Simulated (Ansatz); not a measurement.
**1T-SnSe2 bilayer (AB) in a perpendicular field**

What dipole does a perpendicular field induce in the 1T-SnSe2 bilayer (AB), and does the gap follow? A positive field points along +c.

Program: Ansatz 0.2.0. Level of theory: plane-wave DFT, PBE-D3(BJ), Ansatz PAW, in the first sound run; inputs show where later runs differ. Results are calculated unless marked as measured.

Report form: the programs' logs are mostly left out.

### 1. Set-up

The cell holds 6 atoms: 4 Se and 2 Sn. Cell: a = 3.870 Å, b = 3.870 Å, c = 45.621 Å, α = 90.0°, β = 90.0°, γ = 120.0°. Regions: layer 1: 1T-SnSe2, 3 atoms (2 Se and 1 Sn); layer 2: 1T-SnSe2, 3 atoms (2 Se and 1 Sn). Vacuum lies along c.

### 2. Relaxation

The starting cell is a guess, so the in-plane lattice and the atoms are relaxed first, with the slab cut off from its images along the normal.

File input.yaml:

```yaml
crystal:
  lattice:
    - [3.87, 0.0, 0.0]
    - [-1.935, 3.3515183126, 0.0]
    - [0.0, 0.0, 45.6209780866]
  atoms:
    - { symbol: Se, position: [0.6666666667, 0.3333333333, 0.4197630301] }
    - { symbol: Sn, position: [0.0, 0.0, 0.4428937162] }
    - { symbol: Se, position: [0.3333333333, 0.6666666667, 0.4660244022] }
    - { symbol: Se, position: [0.0, 0.0, 0.5339755978] }
    - { symbol: Sn, position: [0.3333333333, 0.6666666667, 0.5571062838] }
    - { symbol: Se, position: [0.6666666667, 0.3333333333, 0.5802369699] }
  periodic: [true, true, false]
kpoints:
  mp_grid: { grid: [12, 12, 1] }
hamiltonian:
  xc: pbe
  dispersion: d3bj
scf:
  occupations: { method: fermi_dirac, width: 0.05 }
  convergence: { dr2_threshold: 1.0e-09 }
relax:
  f_tol: 0.004
  max_steps: 90
  cell: {}
output:
  write_potential: true
  write_density: true
  volumetric_format: npy
```

Launch:

```
$ ansatz run input.yaml --threads 4 --pin off --max-ram 6144MiB --backend cpu --events-out ev --progress --plain --runs-dir out
```

The job ended after 63 s (4 threads of Intel Xeon 6975P-C (Granite Rapids), shared host; peak memory 1.4 GiB; 3.9 min of CPU time).

The steps of the relaxation:

```
step  energy less that of the first step (eV)  largest force component (eV/Å)  volume (Å³)
   1                                   0.0000                          5.1834       591.72
   2                                  -3.5890                          2.8313       608.49
   3                                  -4.9027                          1.2807       607.17
   4                                  -5.2686                          0.4426       603.49
   5                                  -5.4174                          0.1146       595.85
   6                                  -5.4706                          0.1280       584.19
   7                                  -5.4818                          0.0707       581.76
   8                                  -5.4835                          0.0031       578.92
  9*                                  -5.4828                          0.0028       578.92
```

Relaxation steps marked * repeat the geometry before them on a plane-wave basis chosen anew for their cell, so energy and pressure can jump there.

The run keeps the 12 symmetry operations that it works with, so distortions that break them were not tested.

```
cell as run  before  after  change
      a (Å)   3.870  3.828  -1.1 %
      b (Å)   3.870  3.828  -1.1 %
```

The atoms that moved most (Å, along periodic axes as changes of fractional coordinates times the final cell, across vacuum about the mean position):

```
atom     dx     dy      dz  length
 Se1  0.000  0.000  -1.050   1.050
 Se6  0.000  0.000   1.050   1.050
 Sn5  0.000  0.000   0.508   0.508
 Sn2  0.000  0.000  -0.508   0.508
 Se4  0.000  0.000  -0.034   0.034
 Se3  0.000  0.000   0.034   0.034
```

Final coordinates:

```xyz
6
Lattice="3.8279 0.0000 0.0000 -1.9140 3.3151 0.0000 0.0000 0.0000 45.6210" Properties=species:S:1:pos:R:3
Se    1.9140    1.1050   18.1000
Sn    0.0000    0.0000   19.6976
Se    0.0000    2.2100   21.2943
Se    0.0000    0.0000   24.3267
Sn    0.0000    2.2100   25.9234
Se    1.9140    1.1050   27.5210
```

Numbers from this step:

| Quantity | Value |
| --- | --- |
| energy at zero smearing | -33928.5071 eV |

The lattice constant a goes from 3.870 to 3.828 Å.

### 3. Single point, field 0, start network

A sawtooth potential applies the field, turning back in the middle of the vacuum. With the dipole correction the typed value is the field outside the slab. The induced dipole is small, so the SCF threshold is tight.

The cell differs from the one that the last finished run ended in (c 45.621 → 27.421 Å).

File input.yaml:

```yaml
crystal:
  lattice:
    - [3.8279161346, 0.0, 0.0]
    - [-1.9139580673, 3.3150726161, 0.0]
    - [0.0, 0.0, 27.4209441344]
  atoms:
    - { symbol: Se, position: [0.6666666667, 0.3333333333, 0.3282162699] }
    - { symbol: Sn, position: [0.0, 0.0, 0.38647665] }
    - { symbol: Se, position: [0.3333333333, 0.6666666667, 0.444707858] }
    - { symbol: Se, position: [0.0, 0.0, 0.555292142] }
    - { symbol: Sn, position: [0.3333333333, 0.6666666667, 0.61352335] }
    - { symbol: Se, position: [0.6666666667, 0.3333333333, 0.6717837301] }
kpoints:
  mp_grid: { grid: [12, 12, 1] }
  band_path:
    path: [[0, 0, 0], [0.5, 0, 0], [0.33333333, 0.33333333, 0], [0, 0, 0]]
    npoints: 16
hamiltonian:
  xc: pbe
  dispersion: d3bj
scf:
  occupations: { method: fermi_dirac, width: 0.02585 }
  convergence: { dr2_threshold: 1.0e-10 }
efield:
  axis: 3
  dipole_correction: true
  ramp_position: 0.97
  ramp_width: 0.06
  amplitude: 0
output:
  dos: { projected: true, e_range: [-6, 5] }
  bader: true
  write_potential: true
  write_density: true
  volumetric_format: npy
  elf: true
```

It took 20 s on 4 threads; peak memory 1.2 GiB.

This step gave:

| Property | Result |
| --- | --- |
| dipole along the normal | -1.23e-6 e·Å |
| gap along the path | 0.4732 eV |
| smallest direct gap along the path | 0.7788 eV |
| ionisation energy, upper face | 5.936 eV |
| electron affinity, upper face | 5.463 eV |
| gap, the smaller of path and mesh | 0.4732 eV |

Running mean over a fixed 2.7 Å (it still follows the layers) of the planar mean; the ramp of the sawtooth is left out. The electron's electrostatic potential energy less the Fermi level by z:

```
z (Å)  electron's electrostatic potential energy less the Fermi level (eV)
  3.5                                                                 5.69
  4.0                                                                 5.69
  4.5                                                                 5.69
  5.0                                                                 5.69
  5.5                                                                 5.68
  6.0                                                                 5.65
  6.5                                                                 5.51
  7.0                                                                 4.92
  7.5                                                                 3.65
  8.0                                                                 2.14
  8.5                                                                0.416
  9.0                                                                -1.17
  9.5                                                                -2.14
 10.0                                                                -2.77
 10.5                                                                -3.08
 11.0                                                                -2.96
 11.5                                                                -2.44
 12.0                                                                -1.64
 12.5                                                               -0.362
 13.0                                                                 1.09
 13.5                                                                 1.66
 14.0                                                                 1.63
 14.5                                                                0.895
 15.0                                                               -0.605
 15.5                                                                -1.79
 16.0                                                                -2.54
 16.5                                                                -3.01
 17.0                                                                -3.07
 17.5                                                                -2.69
 18.0                                                                -2.02
 18.5                                                               -0.951
 19.0                                                                0.698
 19.5                                                                 2.39
 20.0                                                                 3.87
 20.5                                                                 5.06
 21.0                                                                 5.55
 21.5                                                                 5.66
 22.0                                                                 5.68
 22.5                                                                 5.69
 23.0                                                                 5.69
 23.5                                                                 5.69
 24.0                                                                 5.69
```

The density of states has structure finer than the step of the table below, so its rows give means over 0.2 eV, whole bins alone (the curve runs from -6 to 2.22 eV). Peaks (eV: height): -2.91: 6.66, -1.37: 24.3, -1.26: 10.9, -1.07: 10.0, -0.76: 11.2, -0.62: 11.6, 1.44: 6.36.

Density of states against energy, zero at the Fermi level of the run, which the smearing sets inside the gap; means over each step:

energy (eV), density of states (states/eV a cell) and a bar:
```
     -5.8        0.9 ###
     -5.6        0.0 
     -5.4        0.0 
     -5.2        0.0 
     -5.0        0.0 
     -4.8        0.6 ##
     -4.6        2.2 ########
     -4.4        3.5 ##############
     -4.2        3.9 ###############
     -4.0        2.1 ########
     -3.8        2.7 ##########
     -3.6        2.6 ##########
     -3.4        3.4 #############
     -3.2        3.6 ##############
     -3.0        4.9 ###################
     -2.8        5.0 ###################
     -2.6        5.7 ######################
     -2.4        4.9 ###################
     -2.2        3.4 #############
     -2.0        3.1 ############
     -1.8        2.8 ###########
     -1.6        4.9 ###################
     -1.4        7.7 ##############################
     -1.2        5.8 ######################
     -1.0        7.7 ##############################
     -0.8        7.6 ##############################
     -0.6        7.4 #############################
     -0.4        5.2 ####################
     -0.2        0.5 ##
      0.0        0.0 
      0.2        0.1 
      0.4        0.6 ##
      0.6        0.7 ###
      0.8        1.3 #####
      1.0        1.8 #######
      1.2        2.5 ##########
      1.4        3.7 ##############
      1.6        3.5 ##############
      1.8        3.4 #############
      2.0        2.3 #########
```

Projected DOS per atom over height of the atomic layer and energy from the Fermi level. Layers: Se Sn Se Se Sn Se from below.

Values in states/eV, 22 rows by 6 columns, each cell a mean:
```
0.31 0.38 0.32 0.32 0.38 0.31
0.56 0.62 0.56 0.56 0.62 0.56
0.45 0.49 0.44 0.44 0.49 0.45
0.23 0.26 0.22 0.22 0.26 0.23
0.11 0.12 0.10 0.10 0.12 0.11
0.01 0.01 0.01 0.01 0.01 0.01
0.34 0.01 0.34 0.34 0.01 0.34
1.83 0.08 2.00 2.00 0.08 1.83
1.63 0.14 1.58 1.58 0.14 1.63
1.61 0.21 1.30 1.30 0.21 1.61
0.87 0.23 0.74 0.74 0.23 0.87
0.62 0.31 0.61 0.61 0.31 0.62
1.00 0.61 0.99 0.99 0.61 1.00
0.94 0.64 0.98 0.98 0.64 0.94
0.64 0.51 0.68 0.68 0.51 0.64
0.45 0.40 0.50 0.50 0.40 0.45
0.41 0.39 0.45 0.45 0.39 0.41
0.57 0.62 0.65 0.65 0.62 0.57
0.20 0.24 0.23 0.23 0.24 0.20
0.00 0.00 0.00 0.00 0.00 0.00
0.00 0.00 0.00 0.00 0.00 0.00
0.11 0.13 0.10 0.10 0.13 0.11
```
Columns: height of the atomic layer (Å) from 9 to 18.4 (not evenly spaced); rows upwards: energy from the Fermi level (eV) from -5.96 to 2.14.

Electronic bands along the path, in eV, zero at the Fermi level of the run, which the smearing sets inside the gap:

```
  point  band 43  band 44  band 45  band 46  band 47  band 48  band 49  band 50
      Γ    -0.42    -0.42    -0.34    -0.34     1.04     1.86     2.83     2.86
halfway    -1.48    -0.68    -0.50    -0.33     1.42     1.63     3.65     4.08
      M    -1.40    -0.76    -0.71    -0.55     0.22     0.72     3.65     3.80
halfway    -1.42    -1.32    -1.01    -0.75     1.02     1.49     4.50     4.56
      K    -1.34    -1.24    -1.24    -1.04     1.54     1.54     4.45     4.89
halfway    -1.38    -1.08    -1.06    -0.42     1.72     2.00     4.26     4.51
      Γ    -0.42    -0.42    -0.34    -0.34     1.04     1.86     2.83     2.86
```

Electrostatic potential energy in the ca plane at fractional y = 0.000, with atoms of Sn and Se within 0.2 Å of it. With pseudopotentials it is smooth inside the atoms' cores, unlike the true potential.

Ten even steps from '0' (-17 eV) to '9' (6 eV), each cell a mean:
```
99999999999999999999840799127899996024205889
99999999999999999999862021058899997300037888
99999999999999999998876423578889999764577777
99999999999999999987777777777789999988876556
99999999999999999986678888876678999999875445
99999999999999999987678888876778999998876446
99999999999999999988777656777889999887777667
99999999999999999998874100368899998621257788
99999999999999999999850375047899996102016888
99999999999999999999740999327899985035305889
```
Columns run along c (16.0 Å, from fractional 0.07 to 0.65 of the cell; values clipped at the 3rd and 97th percentile), rows up along a (3.8 Å). Atoms in or near the plane, at fractional coordinates: Sn at (0.39, 0.00), Se at (0.56, 0.00).

Valence density in the ca plane at fractional y = 0.000, with atoms of Sn and Se within 0.2 Å of it. It is the smooth field of the valence electrons, not physical close to the nuclei.

Values in e/Å³, 6 rows by 16 columns, each cell a mean:
```
 0  0  0  0  0  0  0  0  4  3  0  0  0  9  1  0
 0  0  0  0  0  0  0  0  0  0  0  0  0  0  0  0
 0  0  0  0  0  0  0  0  0  0  0  0  0  0  0  0
 0  0  0  0  0  0  0  0  0  0  0  0  0  0  0  0
 0  0  0  0  0  0  0  0  1  1  0  0  0  1  0  0
 0  0  0  0  0  0  0  0  6  5  0  0  0 16  2  0
```
Columns run along c (16.0 Å, from fractional 0.07 to 0.65 of the cell), rows up along a (3.8 Å). Atoms in or near the plane, at fractional coordinates: Sn at (0.39, 0.00), Se at (0.56, 0.00).

ELF in the ca plane at fractional y = 0.000, with atoms of Sn and Se within 0.2 Å of it. It is the smooth field of the valence electrons, not physical close to the nuclei.

Ten even steps from '0' (0.00) to '9' (0.85), each cell a mean:
```
00000000000000000000223000232100169963587410
00000000000000000012333222333210048998886311
00000000000000002345654333356542015888875323
00000000000000124678775323467775101345543234
00000000000000135788875212478887300001222235
00000000000000135788875312478886200122332234
00000000000000013567765323467764102677764224
00000000000000001233443333344421027999986322
00000000000000000001233101232100059986787410
00000000000000000000122000232100179951487410
```
Columns run along c (16.0 Å, from fractional 0.07 to 0.65 of the cell), rows up along a (3.8 Å). Atoms in or near the plane, at fractional coordinates: Sn at (0.39, 0.00), Se at (0.56, 0.00).

The gap is 0.47 eV, with the valence edge 5.94 eV and the conduction edge 5.46 eV under the upper vacuum level.

### 4. Single point, field 0.05 V/Å

Edit input.yaml of step 3 so:

```diff
@@ -28,6 +28,4 @@
   ramp_width: 0.06
-  amplitude: 0
+  amplitude: 0.05
 output:
-  dos: { projected: true, e_range: [-6, 5] }
-  bader: true
   write_potential: true
@@ -35,2 +33 @@
   volumetric_format: npy
-  elf: true
```

Wall time 12 s (4 threads); peak memory 1 GiB; 47 s of CPU time.

The dipole is 0.0376 e·Å, and the gap 0.469 eV.

### 5. Single point, field -0.05 V/Å

Edit input.yaml of step 4 so:

```diff
@@ -28,3 +28,3 @@
   ramp_width: 0.06
-  amplitude: 0.05
+  amplitude: -0.05
 output:
```

It took 13 s on 4 threads; peak memory 1 GiB; 49 s of CPU time.

The dipole is -0.0376 e·Å, and the gap 0.469 eV.

### 6. Single point, field 0.1 V/Å

Edit input.yaml of step 5 so:

```diff
@@ -26,5 +26,5 @@
   dipole_correction: true
-  ramp_position: 0.97
-  ramp_width: 0.06
-  amplitude: -0.05
+  ramp_position: 0.9599
+  ramp_width: 0.0802
+  amplitude: 0.1
 output:
```

Wall time 14 s (4 threads); peak memory 1 GiB.

The dipole is 0.0751 e·Å, and the gap 0.456 eV.

### 7. Single point, field 0.2 V/Å

Edit input.yaml of step 6 so:

```diff
@@ -28,3 +28,3 @@
   ramp_width: 0.0802
-  amplitude: 0.1
+  amplitude: 0.2
 output:
```

The job ended after 14 s (4 threads; peak memory 1 GiB; 54 s of CPU time).

The dipole is 0.150 e·Å, and the gap 0.415 eV.

### 8. Single point, field 0.3 V/Å

Edit input.yaml of step 7 so:

```diff
@@ -26,6 +26,8 @@
   dipole_correction: true
-  ramp_position: 0.9599
-  ramp_width: 0.0802
-  amplitude: 0.2
+  ramp_position: 0.9573
+  ramp_width: 0.0855
+  amplitude: 0.3
 output:
+  dos: { projected: true, e_range: [-6, 5] }
+  bader: true
   write_potential: true
@@ -33 +35,2 @@
   volumetric_format: npy
+  elf: true
```

It took 23 s on 4 threads; peak memory 1.1 GiB; 88 s of CPU time.

The dipole is 0.225 e·Å, and the gap 0.362 eV.

[end of part 1 of 2]

[Logs are printed without paths, hosts, clocks, repeated set-up lines and the standing remarks that a program may print on its own settings, such as how far it seeks lower states.]

[Hosts, paths, dates, database ids (printed as entryN), source tags and the programs' standing remarks are cut or masked in the printed files.]

[Maps of the electrostatic potential energy from Ansatz leave out the sawtooth potential of an applied field or a dipole correction, so their vacuum need not be flat; planar profiles and work functions include it.]
